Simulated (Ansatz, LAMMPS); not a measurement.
## A frame of liquid 52SiO2-48Li2O (mol %) from 3000 K, run at 900 K (69 atoms): a short ab initio trajectory

How do the atoms of a frame of liquid 52SiO2-48Li2O (mol %) from 3000 K, run at 900 K (69 atoms) move, and what local order do they keep?

Program: Ansatz 0.2.0. Level of theory: Kohn-Sham DFT, PBE, PAW (set soft_2), plane waves. Results are calculated unless marked as measured.

## (1) The starting structure

The cell holds 69 atoms: 12 Si, 22 Li and 35 O. Cell: a = 9.078 Å, b = 9.078 Å, c = 9.078 Å, α = 90.0°, β = 90.0°, γ = 90.0°. 69 atoms (12 Si, 22 Li, 35 O) placed at random at 2.33 g/cm³, melted at 4000 K for 10 ps at fixed volume with the Morse and Coulomb pair potential with partial charges (Pedone, Malavasi, Menziani, Cormack and Segre, J. Phys. Chem. B 110, 11780 (2006)). Snapshot at the end of a hold of 10 ps at 3000 K and fixed volume.

What the set-up can't give: The network of bonds at the start is that of the classical potential that made the cell, and needn't be the one that DFT or experiment would give. The cell was made at 3000 K but the dynamics is set to 900 K: the trajectory isn't one at 3000 K. The Brillouin zone is sampled at Γ only, in a cell whose shortest periodic width is 9 Å.

## (2) Dynamics started at 900 K

A Langevin thermostat couples each atom to a heat bath, at the price of damped dynamics. The time step is 1.0 fs.

input.yaml reads:

```yaml
crystal:
  lattice:
    - [9.0778, 0.0, 0.0]
    - [0.0, 9.0778, 0.0]
    - [0.0, 0.0, 9.0778]
  atoms:
    - { symbol: Si, position: [0.87934, 0.73594, 0.77223] }
    - { symbol: Si, position: [0.72917, 0.06179, 0.32846] }
    - { symbol: Si, position: [0.21383, 0.7234, 0.09634] }
    - { symbol: Si, position: [0.14914, 0.03284, 0.03838] }
    [... 59 atom lines left out ...]
    - { symbol: O, position: [0.50128, 0.72559, 0.50336] }
    - { symbol: O, position: [0.16286, 0.90127, 0.27938] }
    - { symbol: O, position: [0.60416, 0.49544, 0.40562] }
    - { symbol: O, position: [0.76107, 0.69436, 0.67202] }
    - { symbol: O, position: [0.22738, 0.50608, 0.65566] }
    - { symbol: O, position: [0.1889, 0.86917, 0.00909] }
kpoints:
  mp_grid: { grid: [1, 1, 1] }
hamiltonian:
  xc: pbe
scf:
  occupations: { method: fermi_dirac, width: 0.078 }
output:
  forces: true
md:
  timestep: 1.0
  n_steps: 200
  ensemble: nvt_langevin
  temperature: 900
  initial_velocities: maxwell_boltzmann
  seed: 3133
```

Started as:

```console
$ ansatz run input.yaml --threads 4 --pin off --max-ram 8192MiB --backend cpu --events-out ev --progress --plain --runs-dir out
```

Elapsed: 8.1 min, on 4 threads of Arm Neoverse V2, shared host; peak memory 0.87 GiB; 31 min of CPU time.

The program notes that it switched symmetry off.

Rows from the run:

```csv
time (fs),T (K),potential (meV/atom)
0.0,887,0.0
13.0,1756,-145.2
27.0,1647,-165.7
40.0,1518,-165.3
53.0,1600,-208.5
67.0,1586,-214.1
80.0,1646,-245.9
93.0,1178,-203.6
107.0,1239,-237.5
120.0,1211,-249.9
133.0,1227,-265.4
147.0,1128,-270.6
160.0,968,-266.9
173.0,1132,-290.6
187.0,1206,-295.7
200.0,1198,-302.2
```

Mean square displacement from the first frame to the last: Si 0.25 Å², Li 1.5 Å², O 0.54 Å².

The mean square displacement by time lag:

```csv
time lag (fs),Li (Å²),O (Å²),Si (Å²)
1.0,4.8e-4,2.1e-4,1.3e-4
5.0,0.0118,0.00513,0.00325
9.0,0.0368,0.0157,0.00979
13.0,0.0731,0.0299,0.0183
21.0,0.166,0.0617,0.0356
25.0,0.216,0.0767,0.0425
29.0,0.265,0.0906,0.0481
34.0,0.322,0.107,0.0539
38.0,0.365,0.119,0.0583
42.0,0.404,0.132,0.0632
46.0,0.441,0.143,0.0687
54.0,0.512,0.164,0.0803
58.0,0.547,0.173,0.0857
62.0,0.583,0.180,0.0906
67.0,0.628,0.189,0.0963
71.0,0.663,0.196,0.101
75.0,0.698,0.203,0.105
79.0,0.732,0.212,0.111
87.0,0.795,0.230,0.121
91.0,0.824,0.239,0.126
95.0,0.852,0.248,0.131
100.0,0.885,0.258,0.137
```

Over the second half of 200 fs the temperature averages 1204 K with swings of 100 K r.m.s. From first frame to last Li has the largest mean square displacement, 1.5 Å² at the end; the farthest move is 2.14 Å. The mean temperature of 1204 K lies well off the 900 K of the input, so the thermostat hasn't yet brought the run to equilibrium. The run spans 0.20 ps, too short for its means to be equilibrium values.

## (3) Distances and neighbours late in the run

The g(r) is a mean over the second half; what follows it is taken at the last frame.

Density 2.33 g/cm³, 10.84 Å³ an atom.

Mean of 14 frames. g(r), total and by pair (bins of 0.2 Å):

```csv
r (Å),total,O-O,O-Li,O-Si,Li-Li,Li-Si,Si-Si
1.40,0.02,0.00,0.00,0.09,0.00,0.00,0.00
1.60,1.59,0.00,0.38,8.29,0.00,0.00,0.00
1.80,1.44,0.00,2.50,3.58,0.00,0.00,0.00
2.00,0.78,0.00,2.27,0.17,0.13,0.02,0.00
2.20,0.58,0.01,1.50,0.04,0.66,0.18,0.00
2.40,0.73,0.59,0.87,0.06,1.86,0.87,0.00
2.60,1.20,2.41,0.82,0.09,1.42,1.37,0.26
2.80,1.29,2.59,0.65,0.20,1.33,2.00,0.77
3.00,1.09,1.56,0.75,0.43,1.15,1.71,2.08
3.20,0.97,0.82,0.69,0.72,1.12,2.11,1.90
3.40,0.94,0.74,0.85,1.02,0.92,1.64,0.62
3.60,0.95,0.89,0.96,1.06,0.97,1.01,0.57
3.80,0.97,0.76,1.19,1.15,0.96,0.69,0.65
4.00,0.98,0.54,1.33,1.22,0.84,0.76,0.58
4.20,1.06,0.68,1.20,1.65,0.77,0.85,0.88
4.40,0.98,0.92,1.17,1.11,0.79,0.65,0.68
```

Bonds by pair of elements; cutoffs follow the first minimum of g(r), held within bounds set by covalent radii, and pairs that aren't listed don't count as bonded:

```csv
pair A-B,cutoff (Å),bonds,mean length (Å),spread (Å),shortest (Å),B about A,A about B
O-Li,2.38,75,2.02,0.191,1.64,2.14,3.41
O-Si,2.16,48,1.68,0.077,1.54,1.37,4
```

The cutoff for O-Li falls short of the minimum of g(r), so counts run low and odd coordinations can be artefacts.

How many atoms have how many bonded neighbours:

```csv
element,mean,2,3,4,5,6
Li,3.41,2,10,9,1,0
O,3.51,5,13,12,4,1
Si,4,0,0,12,0,0
```

Bond angles (no mean is given where the spread exceeds 20°):

```csv
angle,count,mean (°),spread (°)
O-Li-O,96,-,-
Li-O-Si,85,-,-
Li-O-Li,73,-,-
O-Si-O,72,109,9.2
Si-O-Si,13,131,13.5
```

Oxygen atoms by the number of network formers (Si, P, Ge, B, Al, As, Ga) bound to them:

```csv
network formers bound to O,O atoms,per cent
0,0,0
1,22,62.9
2,13,37.1
```

Network units: each former by its oxygen neighbours and how many of them bridge to another former:

```csv
former,O neighbours,bridging O,atoms
Si,4,1,3
Si,4,2,5
Si,4,3,3
Si,4,4,1
```

Bond length by coordination (bonds to H left out):

```csv
element,coordination,atoms,mean bond length (Å)
Li,2,2,2.04
Li,3,10,2.00
Li,4,9,2.03
Li,5,1,2.03
O,2,5,1.68
O,3,13,1.88
O,4,12,1.91
O,5,4,1.93
O,6,1,1.99
```

For some of the pairs, g(r) has its first main peak near 1.9 Å (O-Li), 1.7 Å (O-Si) and 3.1 Å (Si-Si). 37 % of the oxygens bridge two formers (Si) and 63 % are non-bridging. The commonest Si unit has 4 oxygens, 2 of them shared with other formers (5 of 12 atoms).

## (4) Single point at the last frame

The last frame is solved once more, with the analyses that the dynamics left out.

input.yaml reads:

```yaml
crystal:
  lattice:
    - [9.0778, 0.0, 0.0]
    - [0.0, 9.0778, 0.0]
    - [0.0, 0.0, 9.0778]
  atoms:
    - { symbol: Si, position: [0.928, 0.84647, 0.80196] }
    - { symbol: Si, position: [0.76745, 0.12448, 0.34577] }
    - { symbol: Si, position: [0.1583, 0.75354, 0.10364] }
    - { symbol: Si, position: [0.16003, 0.06696, 0.00458] }
    [... 59 atom lines left out ...]
    - { symbol: O, position: [0.49664, 0.79984, 0.42024] }
    - { symbol: O, position: [0.24632, 0.78425, 0.25523] }
    - { symbol: O, position: [0.57471, 0.54575, 0.43527] }
    - { symbol: O, position: [0.78081, 0.78949, 0.70046] }
    - { symbol: O, position: [0.24793, 0.53146, 0.61634] }
    - { symbol: O, position: [0.10367, 0.90038, 0.98957] }
kpoints:
  mp_grid: { grid: [1, 1, 1] }
hamiltonian:
  xc: pbe
scf:
  occupations: { method: fixed }
output:
  forces: true
  stress: true
  populations: intrinsic
  dos:
    method: { smearing: { sigma: 0.1 } }
    de: 0.1
    projected: { site_lists: { Li: [Li], O: [O], Si: [Si] } }
  eigenvalues: true
  write_density: true
  write_potential: true
  volumetric_format: npy
  elf: true
```

Run time: 5.5 s. Hardware: 4 threads; peak memory 0.85 GiB; 20 s of CPU time.

Numbers from this run:

```
free energy                                      : -32058.5370 eV
free energy per atom                             : -464.6165 eV/atom
SCF cycles                                       : 9
pressure                                         : 0.1721 GPa
r.m.s. force component                           : 1.12 eV/Å
longest force                                    : 4.49 eV/Å
Fermi energy                                     : 3.901 eV
gap (highest filled to lowest empty level) : 3.033 eV
```

Length of the force by element:

```csv
element,coordination,atoms,mean length of the force (eV/Å),spread,least,most
Li,all,22,1.03,0.543,0.460,2.48
O,all,35,1.88,0.856,0.517,4.02
Si,all,12,2.47,0.804,1.22,4.49
```

Intrinsic-atomic-orbital charges by element:

```csv
element,coordination,atoms,mean charge (e),spread,least,most
Li,all,22,0.784,0.0144,0.761,0.821
O,all,35,-1.02,0.106,-1.20,-0.826
Si,all,12,1.54,0.0668,1.42,1.65
```

States in the cell by windows of 1 eV, zero at the Fermi level; the larger projections on atomic orbitals stand beside the total:

```csv
from (eV),to (eV),total,O p,Si p,O s
-18,-17,20.0,0.4,2.3,15.7
-17,-16,16.1,0.2,1.9,13.3
-16,-15,2.2,0.0,0.2,1.8
-15,-10,0.0,0.0,0.0,0.0
-10,-9,4.0,2.6,0.3,0.2
-9,-8,5.7,3.8,0.5,0.3
-8,-7,5.4,3.7,0.6,0.3
-7,-6,12.6,9.1,1.8,0.6
-6,-5,17.9,13.4,2.2,1.1
-5,-4,27.3,22.2,2.5,1.1
-4,-3,35.9,31.1,2.0,0.9
-3,-2,40.8,37.6,0.9,0.4
-2,-1,35.5,33.6,0.6,0.2
-1,0,23.6,22.6,0.3,0.1
0,1,1.2,1.1,0.0,0.0
1,2,0.0,0.0,0.0,0.0
2,3,0.6,0.0,0.0,0.2
3,4,1.4,0.1,0.1,0.4
4,5,5.8,1.0,1.0,0.6
```

With fixed occupations the program's Fermi level is the highest filled level; weight inside the gap is the broadening of levels at its edges.

Between -26 and -18 eV lie 32 more states.

The stored curve holds about 280 of the 324 electrons; the rest, give or take the few that broadening carries across the Fermi level, lie in deeper levels below its range.

The levels nearest the highest filled one (over half full), pooled over k-points and spins:

```csv
level less the highest filled one (eV),occupation
-0.469,2
-0.417,2
-0.385,2
-0.189,2
-0.122,2
0,2
3.03,0
4.34,0
4.63,0
4.99,0
5.02,0
5.11,0
```

Mean intrinsic-atomic-orbital charges: Li +0.78, O -1.02, Si +1.54 e.

## (5) Outcome

```yaml
mean_temperature_second_half: 1204 K
temperature_swing_second_half: 99.99 K
free_energy_per_atom: -464.6165 eV/atom
pressure: 0.1721 GPa
r_m_s_force_component: 1.12 eV/Å
spacing_of_highest_filled_and_lowest_empty_level: 3.033 eV
wall_time_of_the_3_dft_runs_those_left_out_included: 8.3 min
```

**Reading.** Over the second half of 200 fs the temperature averages 1204 K with swings of 100 K r.m.s. The mean temperature of 1204 K lies well off the 900 K of the input, so the thermostat hasn't yet brought the run to equilibrium. The run spans 0.20 ps, too short for its means to be equilibrium values. 37 % of the oxygens bridge two formers (Si) and 63 % are non-bridging. Filled and empty levels are parted by 3.03 eV (at Γ alone); a semilocal functional tends to put such gaps too low. In a disordered cell it changes from sample to sample and from frame to frame.

**Limits.** The pressure of a single frame lacks the kinetic term, about 1.5 GPa here.

[Logs are printed without paths, hosts, clocks, repeated set-up lines and the standing remarks that a program may print on its own settings, such as how far it seeks lower states.]

[Hosts, paths, dates, database ids (printed as entryN), source tags and the programs' standing remarks are cut or masked in the printed files.]
